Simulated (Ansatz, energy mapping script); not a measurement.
# Spin model of CsMnS2 from collinear orders, part 2 of 2

Aim: the exchange couplings of CsMnS2 from the energies of a few collinear orders, and the ordering temperature that they give.

PBE with U = 4 eV on Mn d, ortho-atomic projectors; plane waves, U on orthogonalised atomic orbitals unless named otherwise, collinear spin, no spin–orbit coupling.

So far. Step 4 (Order 1: parallel, cell A of 8 atoms): The run ends ferromagnetic.

### 5. Compensated +− start in cell A (8 atoms)

This order reverses 2 of the 4 neighbours at 3.96 Å and 4 of the 4 neighbours at 5.60 Å, counted for an average magnetic atom.

Input file input.yaml:

```yaml
crystal:
  lattice:
    - [3.95698377, 0.0, 0.0]
    - [-1.978491885, 1.978491885, 7.283544527]
    - [0.0, -7.91396754, 0.0]
  atoms:
    - { symbol: Cs, position: [0.0, 0.0, 0.5] }
    - { symbol: Cs, position: [0.0, 0.0, 0.0] }
    - { symbol: Mn, position: [0.75, 0.5, 0.625], spin: 4.5 }
    - { symbol: Mn, position: [0.75, 0.5, 0.125], spin: -4.5 }
    - { symbol: S, position: [0.656581318, 0.313162636, 0.828290659] }
    - { symbol: S, position: [0.656581318, 0.313162636, 0.328290659] }
    - { symbol: S, position: [0.343418682, 0.686837364, 0.671709341] }
    - { symbol: S, position: [0.343418682, 0.686837364, 0.171709341] }
magnetization:
  spin_polarized: true
kpoints:
  mp_grid: { grid: [7, 7, 4] }
hamiltonian:
  xc: pbe
  hubbard:
    sites:
      - { species: Mn, l: d, u_eff: 4.0 }
      - { site: 2, l: d, u_eff: 4.0, starting_ns: [{ spin: up, occupation_matrix: mn2_major }, { spin: down, occupation_matrix: mn2_minor }] }
      - { site: 3, l: d, u_eff: 4.0, starting_ns: [{ spin: up, occupation_matrix: mn2_minor }, { spin: down, occupation_matrix: mn2_major }] }
    projectors: ortho-atomic
    occupation_matrices:
      mn2_major:
        matrix:
          - [0.994, 0.0, 0.0, 0.0, 0.0]
          - [0.0, 0.967, 0.0, 0.0, 0.0]
          - [0.0, 0.0, 0.967, 0.0, 0.0]
          - [0.0, 0.0, 0.0, 0.97, 0.0]
          - [0.0, 0.0, 0.0, 0.0, 0.988]
      mn2_minor:
        matrix:
          - [0.036, 0.0, 0.0, 0.0, 0.0]
          - [0.0, 0.1, 0.0, 0.0, 0.0]
          - [0.0, 0.0, 0.1, 0.0, 0.0]
          - [0.0, 0.0, 0.0, 0.108, 0.0]
          - [0.0, 0.0, 0.0, 0.0, 0.05]
scf:
  occupations: { method: fermi_dirac, width: 0.05 }
output:
  eigenvalues: true
  write_density: true
  write_potential: true
  elf: true
  volumetric_format: npy
```

The run is started by

```console
$ ansatz run input.yaml --threads 4 --pin off --max-ram 8192MiB --backend cpu --events-out ev --progress --plain --runs-dir out
```

Numbers of over 12 decimals in the logs are rounded to 6 here.

Log:

```text
[...]
Crystal: 8 atoms, lattice volume = 228.087 Å³
Basis set: ecut = 420 eV, 4453 PW (Γ)
Bands: 49, of which v1, the nominal top of the filled ones, is band 36 counted from 1 (35 counted from 0)
Symmetry: 2 space group operations
[...]
k-points: 60 of 196 (time reversal used)
[...]
Starting moments: Σ|m| = 9 μB on 2 of 8 sites
Starting magnetic order: antiferromagnet; a translation exchanges its spin sublattices: spin-degenerate at every k-point
[...]
SCF iter   1: F=—  HF=-22751.329583 eV  |F-HF|=—  |Δ(HF+E_count)|=         —  Δρ=1.75e-2 (↑1.75e-2 ↓1.75e-2)  dr2=6.64e0  dr2_m=2.15e-1  M=0.000 μB ∫|m|=9.672 μB  β_m=1.00  ethr=3.10e-3  ⟨swp⟩=6.8  Hψ=12445  notcnv=0  defer=144
[...]
SCF iter  18: F=-22750.294635 eV  HF=-22750.294635 eV  |F-HF|=1.29e-9  |Δ(HF+E_count)|=   5.38e-7  Δρ=2.55e-6 (↑2.55e-6 ↓2.55e-6)  dr2=2.44e-8  dr2_m=1.06e-8  M=0.000 μB ∫|m|=10.001 μB  ethr=1.39e-10  ⟨swp⟩=12.4  Hψ=14610  notcnv=0
SCF 1 converged in 18 iterations: F = -22750.294635 eV  dr2 = 2.44e-8
[...]
SCF converged after 18 iterations
Magnetization: 0.0000 μB (36.0000 up, 36.0000 down)
Absolute magnetization: 9.9998 μB (∫|ρ↑−ρ↓|, with the PAW one-centre terms)
[...]
Per-site moments (μB) at R_I (Å): [(-0.000606827, 1.489092), (0.000606827, 1.489092), (4.134458, 0.990542), (-4.134458, 0.990542), (0.017696, 0.990542), (-0.017696, 0.990542), (-0.209823, 0.990542), (0.209823, 0.990542)]
Free energy (F): -22750.294635 eV
[...]
Internal energy: -22750.224661 eV  (E = F + TS)
E sigma→0 (E₀):  -22750.259648 eV
Entropy (-TS):   -0.069975 eV (-8.747 meV/atom)
Fermi energy:    5.159890 eV
[...]
--- Specified on-site occupations, and those of the state reported ---
  electrons in the specified blocks: 10.5600 specified, 10.5830 found
[...]
--- Band table (eV; the first three rows and the last of 120) ---
  k-point 0 ↑: bands = [... 32 lower, 4.4617, 5.1921, 5.2675, 5.4001, 5.5856, 8.4441, 8.7695, 8.9320, ... 9 higher]
  k-point 1 ↑: bands = [... 32 lower, 4.4789, 5.1070, 5.1627, 5.3228, 5.5854, 8.5499, 8.8694, 8.9860, ... 9 higher]
  k-point 2 ↑: bands = [... 32 lower, 4.4977, 4.8835, 5.1313, 5.3179, 5.5855, 8.6275, 8.8132, 8.9998, ... 9 higher]
  k-point 59 ↓: bands = [... 32 lower, 4.1619, 4.2791, 4.4559, 4.7140, 5.0399, 8.3663, 8.5304, 8.7589, ... 9 higher]
Occupation matrices written to <dir>
```

Wall time 41 s (4 threads of Arm Neoverse V1, shared host); peak memory 1.2 GiB; 2.7 min of CPU time.

Spin moment in the sphere by atom:

```csv
atom,spin moment in the sphere (μB)
Cs1,0.00
Cs2,0.00
Mn3,4.13
Mn4,-4.13
S5,0.02
S6,-0.02
S7,-0.21
S8,0.21
```

The run ends antiferromagnetic, 144.81 meV a magnetic atom above the parallel order of its cell (energies taken at zero occupation width, not the printed F).

Spin density in the ac plane at fractional y = 0.000, with atoms of Cs within 0.2 Å of it.

Ten even steps from '_' (-9.28 × 1e-4 e/Å³) to '@' (9.28 × 1e-4 e/Å³), each cell a mean:
```
====++++++********++++++++==
__..--++************++==--..
__..--++**##########**++::__
::--==**######%%####**++==--
====++**####%%%%%%##****++==
++++++**####%%%%%%##****++++
++++******##########****++++
************######**********
****++**************++++++**
========++++++++++++++======
--::::--==============--::::
--::::--==============::::--
++++======--------========++
@@%%**==------------==++**%%
@@%%**==--::::::::::--==##@@
##**++--::::::..::::--==++**
++++==--::::......::----==++
======--::::......::----====
====------::::::::::----====
------------::::::----------
----==--------------======--
++++++++==============++++++
**####**++++++++++++++**####
**####**++++++++++++++####**
```
Columns run along a (4.0 Å), rows up along c (7.9 Å). Atoms in or near the plane, at fractional coordinates: Cs at (0.00, 0.50), Cs at (0.00, 0.00).

ELF in the ac plane at fractional y = 0.000, with atoms of Cs within 0.2 Å of it. It is the smooth field of the valence electrons, not physical close to the nuclei.

Ten even steps from '_' (0.01) to '@' (0.89), each cell a mean:
```
..--%%@@@@++..__..##@@@@##::
##%%@@@@%%--______++%%@@@@%%
@@@@@@%%++..______::**%%@@@@
%%%%**==..__________::==##%%
----..________________..::--
____________________________
....______________________..
##**==::____________..--++**
@@@@%%**--________..==##@@@@
@@@@@@@@##::______==%%@@@@@@
--++@@@@%%==____..**@@@@%%==
__..##@@@@++..__::##@@@@++__
..--%%@@@@++..__..##@@@@##::
##%%@@@@%%--______++%%@@@@%%
@@@@@@%%++..______::**%%@@@@
%%%%**==..__________::==##%%
----..________________..::--
____________________________
....______________________..
##**==::____________..--++**
@@@@%%**--________..==##@@@@
@@@@@@@@##::______==%%@@@@@@
--++@@@@%%==____..**@@@@%%==
__..##@@@@++..__::##@@@@++__
```
Columns run along a (4.0 Å), rows up along c (7.9 Å). Atoms in or near the plane, at fractional coordinates: Cs at (0.00, 0.50), Cs at (0.00, 0.00).

### 6. Parallel start in cell B (8 atoms)

The parallel order again, as the reference for this cell.

This run holds the same structure in another cell (a 3.957 → 5.596 Å, b 7.802 → 5.596 Å, c 7.914 → 7.802 Å, α 104.7 → 90.0°, β 90.0 → 111.0°, γ 104.7 → 90.0°).

Input file input.yaml:

```yaml
crystal:
  lattice:
    - [-3.95698377, 3.95698377, 0.0]
    - [3.95698377, 3.95698377, 0.0]
    - [1.978491885, -1.978491885, -7.283544527]
  atoms:
    - { symbol: Cs, position: [0.0, 0.0, 0.0] }
    - { symbol: Cs, position: [0.5, 0.5, 0.0] }
    - { symbol: Mn, position: [0.5, 0.25, 0.5], spin: 4.5 }
    - { symbol: Mn, position: [0.0, 0.75, 0.5], spin: 4.5 }
    - { symbol: S, position: [0.343418682, 0.0, 0.686837364] }
    - { symbol: S, position: [0.843418682, 0.5, 0.686837364] }
    - { symbol: S, position: [0.656581318, 0.0, 0.313162636] }
    - { symbol: S, position: [0.156581318, 0.5, 0.313162636] }
magnetization:
  spin_polarized: true
kpoints:
  mp_grid: { grid: [5, 5, 5] }
hamiltonian:
  xc: pbe
  hubbard:
    sites:
      - { species: Mn, l: d, u_eff: 4.0 }
      - { site: 2, l: d, u_eff: 4.0, starting_ns: [{ spin: up, occupation_matrix: mn2_major }, { spin: down, occupation_matrix: mn2_minor }] }
      - { site: 3, l: d, u_eff: 4.0, starting_ns: [{ spin: up, occupation_matrix: mn2_major }, { spin: down, occupation_matrix: mn2_minor }] }
    projectors: ortho-atomic
    occupation_matrices:
      mn2_major:
        matrix:
          - [0.994, 0.0, 0.0, 0.0, 0.0]
          - [0.0, 0.967, 0.0, 0.0, 0.0]
          - [0.0, 0.0, 0.967, 0.0, 0.0]
          - [0.0, 0.0, 0.0, 0.97, 0.0]
          - [0.0, 0.0, 0.0, 0.0, 0.988]
      mn2_minor:
        matrix:
          - [0.036, 0.0, 0.0, 0.0, 0.0]
          - [0.0, 0.1, 0.0, 0.0, 0.0]
          - [0.0, 0.0, 0.1, 0.0, 0.0]
          - [0.0, 0.0, 0.0, 0.108, 0.0]
          - [0.0, 0.0, 0.0, 0.0, 0.05]
scf:
  occupations: { method: fermi_dirac, width: 0.05 }
output:
  eigenvalues: true
```

Log:

```text
[...]
Crystal: 8 atoms, lattice volume = 228.087 Å³
Basis set: ecut = 420 eV, 4455 PW (Γ)
Bands: 49, of which v1, the nominal top of the filled ones, is band 36 counted from 1 (35 counted from 0)
Symmetry: 8 space group operations
[...]
k-points: 27 of 125 (time reversal used)
[...]
Starting moments: Σ|m| = 9 μB on 2 of 8 sites
[...]
k-point 0 ↑: bands = [... 32 lower, 3.4268, 3.5442, 4.0315, 4.3065, 4.3325, 4.3325, 4.4196, 5.7234, ... 9 higher]
  k-point 1 ↑: bands = [... 32 lower, 3.4322, 3.5642, 4.0081, 4.3347, 4.3705, 4.3705, 4.3856, 5.4409, ... 9 higher]
  k-point 2 ↑: bands = [... 32 lower, 3.4289, 3.5516, 4.0228, 4.3148, 4.4091, 4.4362, 4.4362, 4.9977, ... 9 higher]
  k-point 26 ↓: bands = [... 32 lower, 8.4629, 8.6145, 8.6664, 8.7464, 8.8600, 9.0087, 9.0628, 9.0878, ... 9 higher]
Occupation matrices written to <dir>
[key lines of the parts left out:]
SCF converged after 16 iterations
Magnetization: 8.0000 μB (40.0000 up, 32.0000 down)
Free energy (F): -22750.565407 eV
Fermi energy:    5.248456 eV
```

The job ended after 26 s (4 threads; peak memory 0.89 GiB; 1.7 min of CPU time).

The run ends ferromagnetic. For each magnetic atom its energy differs from the parallel run of the first cell by 1.35 meV, an error that one common reference would have brought in.

### 7. Order 4: compensated +−, cell B of 8 atoms

This order reverses 4 of the 4 neighbours at 3.96 Å and 0 of the 4 neighbours at 5.60 Å, counted for an average magnetic atom.

input.yaml: that of step 6 with these lines changed.

```diff
@@ -9,3 +9,3 @@
     - { symbol: Mn, position: [0.5, 0.25, 0.5], spin: 4.5 }
-    - { symbol: Mn, position: [0.0, 0.75, 0.5], spin: 4.5 }
+    - { symbol: Mn, position: [0.0, 0.75, 0.5], spin: -4.5 }
     - { symbol: S, position: [0.343418682, 0.0, 0.686837364] }
@@ -24,3 +24,3 @@
       - { site: 2, l: d, u_eff: 4.0, starting_ns: [{ spin: up, occupation_matrix: mn2_major }, { spin: down, occupation_matrix: mn2_minor }] }
-      - { site: 3, l: d, u_eff: 4.0, starting_ns: [{ spin: up, occupation_matrix: mn2_major }, { spin: down, occupation_matrix: mn2_minor }] }
+      - { site: 3, l: d, u_eff: 4.0, starting_ns: [{ spin: up, occupation_matrix: mn2_minor }, { spin: down, occupation_matrix: mn2_major }] }
     projectors: ortho-atomic
```

Log:

```text
[...]
Crystal: 8 atoms, lattice volume = 228.087 Å³
Basis set: ecut = 420 eV, 4455 PW (Γ)
Bands: 49, of which v1, the nominal top of the filled ones, is band 36 counted from 1 (35 counted from 0)
Symmetry: 4 space group operations
[...]
k-points: 27 of 125 (time reversal used)
[...]
Starting moments: Σ|m| = 9 μB on 2 of 8 sites
[...]
k-point 0 ↑: bands = [... 32 lower, 4.0919, 4.1549, 4.9740, 5.0979, 5.1148, 8.4068, 8.7212, 8.8798, ... 9 higher]
  k-point 1 ↑: bands = [... 32 lower, 4.1054, 4.1408, 4.7790, 5.0723, 5.0813, 8.4156, 8.5805, 8.8298, ... 9 higher]
  k-point 2 ↑: bands = [... 32 lower, 4.1358, 4.1605, 4.4569, 5.0191, 5.0333, 8.2609, 8.4433, 8.7456, ... 9 higher]
  k-point 26 ↓: bands = [... 32 lower, 4.5424, 4.7570, 4.8341, 4.8935, 5.2525, 8.8134, 8.9354, 9.1176, ... 9 higher]
Occupation matrices written to <dir>
[key lines of the parts left out:]
SCF converged after 15 iterations
Magnetization: 0.0000 μB (36.0000 up, 36.0000 down)
Free energy (F): -22750.077396 eV
Fermi energy:    5.005022 eV
```

Run time: 13 s. Hardware: 4 threads; peak memory 0.85 GiB; 52 s of CPU time.

The run ends antiferromagnetic, 258.02 meV a magnetic atom above the parallel order of its cell (energies taken at zero occupation width, not the printed F).

### 8. Mapping onto a Heisenberg model

Each energy difference is a sum of couplings weighted by the pairs that the order reverses. A few near shells are fitted to the differences by least squares. Energies are those extrapolated to zero occupation width, not the free energies F.

The orders that converged (zero: parallel moments in the same cell):

```csv
order,atoms,energy (meV a magnetic atom),moments (μB),moments kept as typed,"opposed neighbours at 3.96, 5.60 Å"
parallel in cell A,8,0.00,4.16,yes,"0, 0"
compensated +− in cell A,8,144.81,4.13,yes,"2, 4"
parallel in cell B,8,0.00,4.16,yes,"0, 0"
compensated +− in cell B,8,258.02,4.15,yes,"4, 0"
```

Couplings from the energies, with E = −Σ J e·e over ordered pairs:

```csv
pair,distance (Å),neighbours,J (meV)
Mn–Mn,3.96,4,32.3
Mn–Mn,5.60,4,1.98
```

These orders cannot tell some unfitted shells from fitted ones: the value at 3.96 Å holds J(3.96) + J(7.80) and the value at 5.60 Å holds J(5.60) + 0.5 J(7.80); other unfitted shells add to the values wholly or in part.

Limits of this fit: couplings between layers, chains or clusters are absent from the fit or under 2 % of the largest, so temperatures below mark short-range order.

In mean field these couplings order at 1059 K.

### 9. Finite temperature

Mean field ignores fluctuations and overstates the ordering temperature, so the model is also sampled. The heat capacity peaks where order sets in.

Classical unit spins with these couplings on 10×10×10 copies of a cell that holds the lowest order (1000 spins), heat-bath sweeps, cooled from random directions, 1315 sweeps to settle and 3945 measured at each temperature, averaged over 4 runs.

```csv
T (K),heat capacity (k_B a spin)
127,1.06
217,1.07
353,1.18
443,1.31
533,1.55
624,1.65
669,1.60
759,1.13
849,0.84
939,0.64
1075,0.45
1165,0.37
```

The smoothed heat capacity has a broad peak at 605 K. Uncoupled layers or chains point independently, so no order parameter of the whole is shown.

### 10. What came out

| Quantity | Value |
| --- | --- |
| lowest order tried | parallel |
| largest fitted value (a combination of shells), Mn–Mn at 3.96 Å | 32.3 meV |
| ordering temperature, mean field | 1059 K |
| heat-capacity peak, Monte Carlo | 605 K |

In words: Of the orders tried, CsMnS2 prefers parallel moments under PBE+U (4 eV). How the layers stack magnetically is not fixed by these couplings. Orders that were not tried, spirals among them, may lie lower. The largest fitted value is 32 meV, at 3.96 Å. It is a combination of shells that these orders cannot split, so neither its size nor its sign can be laid on that pair alone. The orders also reverse pairs at 7.80 Å, which are not fitted, so the fitted values hold their part too. No fitted order reverses the pairs at 7.91 Å, so their coupling is unknown and is set to zero in the model. 2 energy differences fix 2 couplings with none to spare, so the fit tests nothing. In the fitted orders moments change by up to 0.57 % against the parallel run of the same cell, so their size stays put. Every order is gapless on its mesh at this level. In a metal exchange reaches farther, and a short model of fixed moments is less apt; where the compound is in fact an insulator, these couplings come from a wrongly metallic state. The fitted couplings above 2 % of the largest link the moments within layers only, where isotropic couplings give no order above 0 K. The peak at 605 K marks where short-range order sets in on this finite lattice; real ordering needs anisotropy or weaker couplings in the other directions.

[Logs and program files are shortened in this print: banners, set-up blocks, solver, clock and traceback lines can be left out without a mark of their own.]

[Logs are printed without paths, hosts, clocks, repeated set-up lines and the standing remarks that a program may print on its own settings, such as how far it seeks lower states.]

[Hosts, paths, dates, database ids (printed as entryN), source tags and the programs' standing remarks are cut or masked in the printed files.]

[Where a cell is said to come from a database of computed structures, the database is the Materials Project.]
